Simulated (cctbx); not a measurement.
**Pr4LuPIr2: solution and refinement**

Cell a = 7.7250 Å, b = 7.7250 Å, c = 13.9110 Å, α = 90.00°, β = 90.00°, γ = 90.00°; space group I4/mcm (no. 140); content Ir8 Lu4 Pr16 P4.

The data are simulated with cctbx, not measured: Cu Kα, λ = 1.54184 Å, to d = 0.8 Å, 50 % of the full sphere, strongest reflection 70000 counts, noise from counting, a 2 % proportional error and a noise floor of 8 counts (s.d.); no absorption.

2 earlier starts (other random phases, and plain and normalised amplitudes in turn) led nowhere (symmetry correlation 0.88 and 0.81).

Charge flipping in P1 on normalised amplitudes to 0.8 Å, δ = 1.1 σ, 10 % of the reflections treated as weak, 300 cycles:

```text
cycle      R  skewness
    0  0.615     0.39
   25  0.432     3.35
   50  0.451     3.26
   75  0.442     3.14
  100  0.433     3.11
  125  0.429     3.08
  150  0.420     3.11
  175  0.433     3.04
  200  0.412     3.16
  225  0.421     3.13
  250  0.428     3.08
  275  0.413     3.06
origin shift          correlation  skewness
 0.325  0.693  0.151      0.855      4.32
 0.320  0.693  0.017      0.834      3.57
 0.326  0.607  0.037      0.832      0.56
 0.331  0.105  0.037      0.839      0.48
taken: symmetry correlation 0.855, skewness 4.32
peak      x       y       z  mult  height/sigma
Q1    0.1400  0.3600  0.0000    8     15.9
Q2    0.1459  0.3541  0.3621   16      9.1
Q3    0.0000  0.0000  0.0000    4      5.7
Q4    0.0000  0.0000  0.1308    8      4.4
Q5    0.1670  0.3330  0.2759   16      2.7
Q6    0.1693  0.1767  0.1077   32      2.5
Q7    0.1209  0.3791  0.1800   16      2.2
Q8    0.0000  0.0000  0.2500    4      2.2
Q9    0.1227  0.1197  0.0409   32      2.1
```

The origin is taken among those within 0.04 of the best correlation, by the skewness of the map.

Run time: 0.52 s on 1 thread of Arm Neoverse V2, with other jobs on the host, peak memory 0.08 GiB.

Q: Assign the peaks.

Heights follow Z only loosely here, so the multiplicities, which must add up to the content, decide. First model: Q1 = Ir1 (8 in the cell, height 15.9), Q2 = Pr1 (16 in the cell, height 9.1), Q3 = Lu1 (4 in the cell, height 5.7) and Q8 = P1 (4 in the cell, height 2.2). Against the true structure, Q1 is Ir, Q2 is Pr, Q3 is Lu and Q8 is P; the other peaks are not atoms.

Least squares on F², isotropic:

```text
Rint 0.017, 244 unique reflections to 0.80 A
cycle     R1     wR2    GooF  max shift (A)
   1  0.1153  0.3485  24.864   0.04404
   2  0.0053  0.0130   0.926   0.00000
final R1 0.0053 wR2 0.0130 GooF 0.926  parameters 7  data/parameter 34.9
atom        x        y        z      Ueq    occ   su(xyz)  su(Uiso or U11)
Ir1    0.13610  0.36390  0.00000   0.0137  1.000  0.00001  0.0001
Pr1    0.14867  0.35133  0.35980   0.0146  1.000  0.00001  0.0001
Lu1    0.00000  0.00000  0.00000   0.0144  1.000  0.00000  0.0001
P1     0.00000  0.00000  0.25000   0.0228  1.000  0.00000  0.0003
difference map: max 0.32 min -0.48 rms 0.09
Q1    0.1455  0.3545  0.5000    8    0.32  1.95 A from Pr1
Q2    0.0000  0.0000  0.2095    8    0.32  0.56 A from P1
Q3    0.0000  0.5000  0.0000    4    0.31  1.49 A from Ir1
Q4    0.1316  0.3684  0.0588   16    0.30  0.82 A from Ir1
Q5    0.1779  0.3221  0.1815   16    0.29  1.98 A from Pr1
```

Anisotropic refinement:

```text
Rint 0.017, 244 unique reflections to 0.80 A
cycle     R1     wR2    GooF  max shift (A)
   1  0.0053  0.0130   0.944   0.00008
   2  0.0052  0.0128   0.927   0.00000
final R1 0.0052 wR2 0.0128 GooF 0.927  parameters 14  data/parameter 17.4
atom        x        y        z      Ueq    occ   su(xyz)  su(Uiso or U11)
Ir1    0.13611  0.36389  0.00000   0.0137  1.000  0.00001  0.0001
Pr1    0.14867  0.35133  0.35980   0.0146  1.000  0.00001  0.0001
Lu1    0.00000  0.00000  0.00000   0.0144  1.000  0.00000  0.0001
P1     0.00000  0.00000  0.25000   0.0228  1.000  0.00000  0.0004
difference map: max 0.31 min -0.49 rms 0.09
Q1    0.0000  0.5000  0.0000    4    0.31  1.49 A from Ir1
Q2    0.1485  0.3515  0.5000    8    0.31  1.95 A from Pr1
Q3    0.1328  0.3672  0.0612   16    0.29  0.85 A from Ir1
Q4    0.1782  0.3218  0.1820   16    0.29  1.98 A from Pr1
Q5    0.1993  0.2335  0.4317   32    0.28  1.41 A from Pr1
Q6    0.1179  0.3821  0.4269   16    0.27  0.99 A from Pr1
```

**Reading.** The refinement ends at R1 = 0.0052, wR2 = 0.0128, GooF = 0.93, with difference density between -0.49 and 0.31 e/Å³. Every site matches the true model in element, within 0.001 Å r.m.s., up to an allowed shift of origin.

True model:

| atom | mult. | x | y | z | Ueq (Å²) |
| --- | --- | --- | --- | --- | --- |
| Ir1 | 8 | 0.8639 | 0.6361 | 0 | 0.0137 |
| Lu1 | 4 | 0 | 0 | 0 | 0.0143 |
| Pr1 | 16 | 0.1487 | 0.6487 | 0.1402 | 0.0145 |
| P1 | 4 | 1/2 | 1/2 | 1/4 | 0.0224 |

The model was made for the exercise: a known structure type with other elements put in, its volume estimated, not relaxed; displacement parameters are assumed.

[Middle refinement cycles are left out of these outputs.]

[Logs are printed without paths, hosts, clocks, repeated set-up lines and the standing remarks that a program may print on its own settings, such as how far it seeks lower states.]
